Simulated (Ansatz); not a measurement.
# Electron scattering at the Σ5 (210) boundary in fcc Al, part 3 of 3

How much does the Σ5 (210) boundary in fcc Al reflect electrons?

Ansatz 0.2.0; Ansatz plane-wave DFT, PBE, PAW files; relaxation of a bicrystal slab with its lowest layers held; PAW set soft_1 (the session's first sound run).

So far. Step 3 (Transmission across the boundary): Over the solved energies the transmission per spin lies between 2.23 and 2.38, out of 3.55 channels of the lead on average (up to 3.65). The log calls the step of a lead's potential too much. Step 4 (Specific resistance): Averaged over the energies near the Fermi level, 64.9 % of the channels pass, which makes 0.361 fΩ m².

### 5. Single-crystal slab for reference

The free faces cost energy too. A single-crystal slab with the same faces and held layers is relaxed, so that they cancel.

This step: Ansatz plane-wave DFT, PBE, PAW files; relaxation of a single-crystal slab with its lowest layers held; PAW set soft_1 (Ansatz 0.2.0).

System of this step: Al slab, plane (2, 1, 0). The cell holds 22 atoms: 22 Al. Cell: a = 4.958 Å, b = 4.048 Å, c = 30.008 Å, α = 90.0°, β = 90.0°, γ = 65.9°. It derives from Al. Vacuum lies along c.

Input file input.yaml:

```yaml
crystal:
  lattice:
    - [4.957730497, 0.0, 0.0]
    - [1.6525768323, 3.6952741352, 0.0]
    - [0.0, 0.0, 30.0082257911]
  atoms:
    - { symbol: Al, position: [0.4, 0.3000000002, 0.1666209804] }
    - { symbol: Al, position: [1.0, 2.0e-10, 0.1967844967] }
    - { symbol: Al, position: [0.6, 0.7000000002, 0.226948013] }
    - { symbol: Al, position: [0.2, 0.4000000002, 0.2571115294] }
    - { symbol: Al, position: [0.8, 0.1000000002, 0.2872750457] }
    - { symbol: Al, position: [0.4, 0.8000000002, 0.3174385621] }
    - { symbol: Al, position: [1.0, 0.5000000002, 0.3476020784] }
    - { symbol: Al, position: [0.6, 0.2000000002, 0.3777655948] }
    - { symbol: Al, position: [0.2, 0.9000000001, 0.4079291111] }
    - { symbol: Al, position: [0.8, 0.6000000001, 0.4380926274] }
    - { symbol: Al, position: [0.4, 0.3000000001, 0.4682561438] }
    - { symbol: Al, position: [1.0, 1.0e-10, 0.4984196601] }
    - { symbol: Al, position: [0.6, 0.7000000001, 0.5285831765] }
    - { symbol: Al, position: [0.2, 0.4000000001, 0.5587466928] }
    - { symbol: Al, position: [0.8, 0.1000000001, 0.5889102092] }
    - { symbol: Al, position: [0.4, 0.8000000001, 0.6190737255] }
    - { symbol: Al, position: [1.0, 0.5000000001, 0.6492372419] }
    - { symbol: Al, position: [0.6, 0.2, 0.6794007582] }
    - { symbol: Al, position: [0.2, 0.9, 0.7095642745] }
    - { symbol: Al, position: [0.8, 0.6, 0.7397277909] }
    - { symbol: Al, position: [0.4, 0.3, 0.7698913072] }
    - { symbol: Al, position: [0.0, 0.0, 0.8000548236] }
kpoints:
  mp_grid: { grid: [6, 6, 1] }
hamiltonian:
  xc: pbe
  pseudopotentials: { kind: paw, azcp: { folder: soft_1 } }
scf:
  occupations: { method: fermi_dirac, width: 0.1 }
relax:
  f_tol: 0.03
  max_steps: 80
  constraints: [{ sites: [0, 1, 2, 3] }]
```

The run is started by

```
$ ansatz run input.yaml --threads 4 --pin off --max-ram 15360MiB --backend cpu --events-out ev --progress --plain --runs-dir out
```

Numbers of over 12 decimals in the logs are rounded to 6 here.

Log:

```text
Warning: crystal.symmetry: narrowed to the stabiliser of the relax constraints — unitary ops 4 → 2; lowered at sites 0, 1, 2, 3, 18, 19, 20, 21 (the operations that carried what is held of a site onto what its image site leaves free; the constrained walk keeps no symmetry that its constraints do not admit)
[...]
Crystal: 22 atoms, lattice volume = 549.756 Å³
Basis set: ecut = 420 eV, 10749 PW (Γ), exchange–correlation on 72×60×432 points (8 copies of the dense FFT grid, shifted against one another)
Bands: 55, of which v1, the nominal top of the filled ones, is band 33 counted from 1 (32 counted from 0)
Symmetry: 2 space group operations
k-points: 13 of 36 (time reversal used)
[...]
SCF iter   1: F=—  HF=-11825.240944 eV  |F-HF|=—  |Δ(HF+E_count)|=         —  Δρ=2.14e-2  dr2=4.25e1  ethr=3.10e-3  ⟨swp⟩=9.5  Hψ=4208  notcnv=0  defer=13
[...]
SCF iter   6: F=-11822.823018 eV  HF=-11822.823021 eV  |F-HF|=3.11e-6  |Δ(HF+E_count)|=   6.28e-6  Δρ=1.86e-5  dr2=6.71e-6  ethr=3.41e-8  ⟨swp⟩=3.6  Hψ=2888  notcnv=0
SCF 1 converged in 6 iterations: F = -11822.823018 eV  dr2 = 6.71e-6
[...]
relax step   1: F+E_penalty+E_count = -11822.82301755 eV  Δ(F+E_penalty+E_count) = +0.000e0 eV  max|allowed force component| = 3.116e-1 eV/Å  Δτ_max = 0.0000 Å  (6 SCF iters, dr2 threshold 2.25e-5 eV, accepted)
[...]
SCF iter   4: F=-11822.867185 eV  HF=-11822.867186 eV  |F-HF|=1.07e-6  |Δ(HF+E_count)|=   7.17e-6  Δρ=1.63e-5  dr2=3.21e-6  ethr=9.20e-9  ⟨swp⟩=5.5  Hψ=2565  notcnv=0
SCF 2 converged in 4 iterations: F = -11822.867185 eV  dr2 = 3.21e-6
relax step   2: F+E_penalty+E_count = -11822.86718507 eV  Δ(F+E_penalty+E_count) = -4.417e-2 eV  max|allowed force component| = 8.750e-2 eV/Å  Δτ_max = 0.1445 Å  (4 SCF iters, dr2 threshold 6.07e-6 eV, accepted)
SCF iter   1: F=—  HF=-11822.874584 eV  |F-HF|=—  |Δ(HF+E_count)|=         —  Δρ=1.06e-3  dr2=1.65e-2  ethr=3.94e-4  ⟨swp⟩=3.2  Hψ=1689  notcnv=0  defer=37
[...]
SCF iter   6: F=-11822.872346 eV  HF=-11822.872346 eV  |F-HF|=1.01e-9  |Δ(HF+E_count)|=   1.25e-9  Δρ=1.05e-6  dr2=1.32e-8  ethr=1.52e-10  ⟨swp⟩=5.0  Hψ=2167  notcnv=0
SCF 3 converged in 6 iterations: F = -11822.872346 eV  dr2 = 1.32e-8
relax step   3: F+E_penalty+E_count = -11822.87234627 eV  Δ(F+E_penalty+E_count) = -5.161e-3 eV  max|allowed force component| = 2.604e-2 eV/Å  Δτ_max = 0.0823 Å  (6 SCF iters, accepted)
SCF converged after 6 iterations
Free energy (F): -11822.872346 eV
[...]
Internal energy: -11822.563389 eV  (E = F + TS)
E sigma→0 (E₀):  -11822.717868 eV
Entropy (-TS):   -0.308957 eV (-14.044 meV/atom)
Fermi energy:    3.850780 eV
[...]
--- Forces (eV/Å), atoms counted from 1 ---
  atom   1  Al    -0.04165908     0.01863051     0.31549400
  atom   2  Al    -0.05217371     0.02333279    -0.25655452
  atom   3  Al     0.06137154    -0.02744619    -0.03201686
  atom   4  Al     0.01120781    -0.00501228    -0.03334320
  atom   5  Al    -0.00412326     0.00184398     0.00201928
  atom   6  Al    -0.00266528     0.00119195     0.00657733
  atom   7  Al    -0.00098600     0.00044095    -0.00370811
  atom   8  Al     0.00229682    -0.00102717    -0.00275897
  atom   9  Al     0.00005916    -0.00002646     0.00933171
  atom  10  Al     0.00479756    -0.00214554     0.01305465
  atom  11  Al     0.00165633    -0.00074073     0.00825863
  atom  12  Al    -0.00064203     0.00028712    -0.00861720
  atom  13  Al    -0.00088600     0.00039623    -0.01226484
  atom  14  Al     0.00263573    -0.00117873    -0.00786709
  atom  15  Al    -0.00127824     0.00057165     0.00205339
  atom  16  Al     0.00489640    -0.00218974    -0.00219335
  atom  17  Al     0.00670844    -0.00300011    -0.00905979
  atom  18  Al     0.00482612    -0.00215831     0.00122683
  atom  19  Al     0.00205708    -0.00091996    -0.00719663
  atom  20  Al    -0.00182946     0.00081816     0.00010646
  atom  21  Al     0.00496207    -0.00221910    -0.00855886
  atom  22  Al    -0.00123730     0.00055334     0.02603850
  max |Σ_I F_I| component: 2.14e-5 eV/Å
--- Relaxed structure (3 steps of the walk, 3 accepted, 0 SCFs on fresh bases) ---
  F+E_penalty+E_count = -11822.87234627 eV   max|allowed force component| = 2.604e-2 eV/Å
  atoms:
    - { symbol: Al, position: [0.400000, 0.300000, 0.166621] }
    - { symbol: Al, position: [1.0, 1.1363636470628054e-10, 0.196784] }
    - { symbol: Al, position: [0.6, 0.700000, 0.226948] }
    - { symbol: Al, position: [0.2, 0.400000, 0.257112] }
    - { symbol: Al, position: [0.810641, 0.094680, 0.287568] }
    - { symbol: Al, position: [0.412590, 0.793705, 0.317413] }
    - { symbol: Al, position: [1.012030, 0.493985, 0.347693] }
    - { symbol: Al, position: [0.611274, 0.194363, 0.377448] }
    - { symbol: Al, position: [0.209329, 0.895335, 0.407396] }
    - { symbol: Al, position: [0.808024, 0.595988, 0.437828] }
    - { symbol: Al, position: [0.405914, 0.297043, 0.467851] }
    - { symbol: Al, position: [1.006136, -0.00306813, 0.497224] }
    - { symbol: Al, position: [0.604538, 0.697731, 0.527106] }
    - { symbol: Al, position: [0.203180, 0.398410, 0.557692] }
    - { symbol: Al, position: [0.801873, 0.099064, 0.587782] }
    - { symbol: Al, position: [0.402873, 0.798563, 0.617298] }
    - { symbol: Al, position: [1.002851, 0.498575, 0.647562] }
    - { symbol: Al, position: [0.605100, 0.197450, 0.677890] }
    - { symbol: Al, position: [0.220355, 0.889823, 0.707351] }
    - { symbol: Al, position: [0.815382, 0.592309, 0.737663] }
    - { symbol: Al, position: [0.426179, 0.286911, 0.771892] }
    - { symbol: Al, position: [0.027474, -0.013737, 0.793792] }
```

The job ended after 26 s (4 threads of Arm Neoverse V1, shared host; peak memory 1 GiB; 98 s of CPU time).

Step by step:

```csv
step,energy less that of the first step (eV),largest force component (eV/Å)
1,0.0000,0.3116
2,-0.0442,0.0875
3,-0.0493,0.0260
```

The atoms that moved most (Å):

```csv
atom,dx,dy,dz,length
Al22,0.114,-0.051,-0.188,0.225
Al21,0.108,-0.048,0.060,0.133
Al19,0.084,-0.038,-0.066,0.114
Al20,0.064,-0.028,-0.062,0.093
Al6,0.052,-0.023,-0.001,0.057
Al16,0.012,-0.005,-0.053,0.055
Al7,0.050,-0.022,0.003,0.055
Al8,0.047,-0.021,-0.010,0.052
```

Final coordinates:

```
Al
1.0
     4.95773    0.00000    0.00000
     1.65258    3.69527    0.00000
     0.00000    0.00000   30.00823
Al
22
Cartesian
  2.4789 1.1086 5.0000
  4.9577 0.0000 5.9052
  4.1314 2.5867 6.8103
  1.6526 1.4781 7.7155
  4.1754 0.3499 8.6294
  3.3572 2.9330 9.5250
  5.8337 1.8254 10.4337
  3.3517 0.7182 11.3266
  2.5174 3.3085 12.2252
  4.9909 2.2023 13.1384
  2.5033 1.0977 14.0394
  4.9831 -0.0113 14.9208
  4.1502 2.5783 15.8175
  1.6657 1.4722 16.7354
  4.1392 0.3661 17.6383
  3.3170 2.9509 18.5240
  5.7958 1.8424 19.4322
  3.3262 0.7296 20.3423
  2.5630 3.2881 21.2264
  5.0213 2.1887 22.1360
  2.5870 1.0602 23.1631
  0.1135 -0.0508 23.8203
```

This step gave:

* free energy: -11822.8723 eV
* energy at zero smearing: -11822.7179 eV
* Fermi energy: 3.851 eV

The largest force component on a free atom ends at 0.026 eV/Å, under the tolerance of 0.03, after 3 steps.

### 6. Bulk reference

The perfect crystal gives the energy per atom, for the atoms by which bicrystal and slab differ.

This step: Ansatz plane-wave DFT, PBE, PAW files; bulk reference; PAW set soft_1 (Ansatz 0.2.0).

System of this step: Al. Symmetry: Fm-3m, No. 225, cubic system. The conventional cell has a = 4.048 Å, b = 4.048 Å, c = 4.048 Å, α = 90.00°, β = 90.00°, γ = 90.00°. Nearest to Al lie 12 Al at 2.86 Å.

input.yaml, the sections that differ from step 5:

```yaml
crystal:
  lattice:
    - [0.0, 2.023985, 2.023985]
    - [2.023985, 0.0, 2.023985]
    - [2.023985, 2.023985, 0.0]
  atoms:
    - { symbol: Al, position: [0.0, 0.0, 0.0] }
kpoints:
  mp_grid: { grid: [18, 18, 18] }
# hamiltonian, scf: as in step 5
# relax: removed
```

Log:

```text
[...]
Crystal: 1 atoms, lattice volume = 16.583 Å³
Basis set: ecut = 420 eV, 331 PW (Γ)
Bands: 6, of which v1, the nominal top of the filled ones, is band 2 counted from 1 (1 counted from 0)
Symmetry: 48 space group operations
[...]
k-points: 195 of 5832
[...]
SCF iter   1: F=—  HF=-537.541617 eV  |F-HF|=—  |Δ(HF+E_count)|=         —  Δρ=2.25e-2  dr2=8.96e-2  ethr=3.10e-3  ⟨swp⟩=4.3  Hψ=9770  notcnv=0
[...]
SCF iter   5: F=-537.508360 eV  HF=-537.508360 eV  |F-HF|=7.58e-11  |Δ(HF+E_count)|=   4.82e-8  Δρ=1.70e-6  dr2=2.71e-10  ethr=2.71e-9  ⟨swp⟩=1.0  Hψ=2876  notcnv=0
SCF 1 converged in 5 iterations: F = -537.508360 eV  dr2 = 2.71e-10
[...]
SCF converged after 5 iterations
Free energy (F): -537.508360 eV
[...]
Internal energy: -537.493812 eV  (E = F + TS)
E sigma→0 (E₀):  -537.501086 eV
Entropy (-TS):   -0.014548 eV (-14.548 meV/atom)
Fermi energy:    7.869441 eV
[...]
```

Wall time 0.44 s (4 threads); peak memory 0.24 GiB; 1.2 s of CPU time.

This step gave:

| Property | Result |
| --- | --- |
| free energy | -537.5084 eV |
| energy at zero smearing | -537.5011 eV |
| Fermi energy | 7.869 eV |

### 7. Boundary energy

This step: Ansatz plane-wave DFT, PBE, PAW files; bicrystal less single-crystal slab less bulk atoms, a boundary area; PAW set soft_1 (Ansatz 0.2.0).

This step gave:

```yaml
excess_energy_of_the_cell: 0.6714 eV
boundary_energy: 0.5871 J/m²
```

The boundary costs 0.59 J/m².

By hand: 0.671 eV / 18.32 Å² × 16.02 = 0.587 J/m².

### 8. What came out

| Property | Result |
| --- | --- |
| specific resistance of the boundary | 0.361 fΩ m² |
| share of channels that pass | 0.649 |
| boundary energy | 0.587 J/m² |

What this shows: The boundary has a specific resistance of 0.36 fΩ m² and an energy of 0.59 J/m². The boundary reflects 35 % of the channels; 0.36 fΩ m² is 3.6×10⁻¹² Ω·cm². That equals the resistance of 13 nm of bulk Al at 300 K (measured 2.733 µΩ cm, CRC Handbook of Chemistry and Physics, 84th ed., 2003, Electrical Resistivity of Pure Metals). In the relaxation the upper grain slid sideways by about 0.9 Å, so the result belongs to the position that it found, not to the starting one. One starting structure was relaxed; another shift or atom count at the boundary may lie lower. A lead's potential steps by up to 37 meV from period to period, which the log calls too much, so longer leads could move the result.

[Logs are printed without paths, hosts, clocks, repeated set-up lines and the standing remarks that a program may print on its own settings, such as how far it seeks lower states.]

[Hosts, paths, dates, database ids (printed as entryN), source tags and the programs' standing remarks are cut or masked in the printed files.]
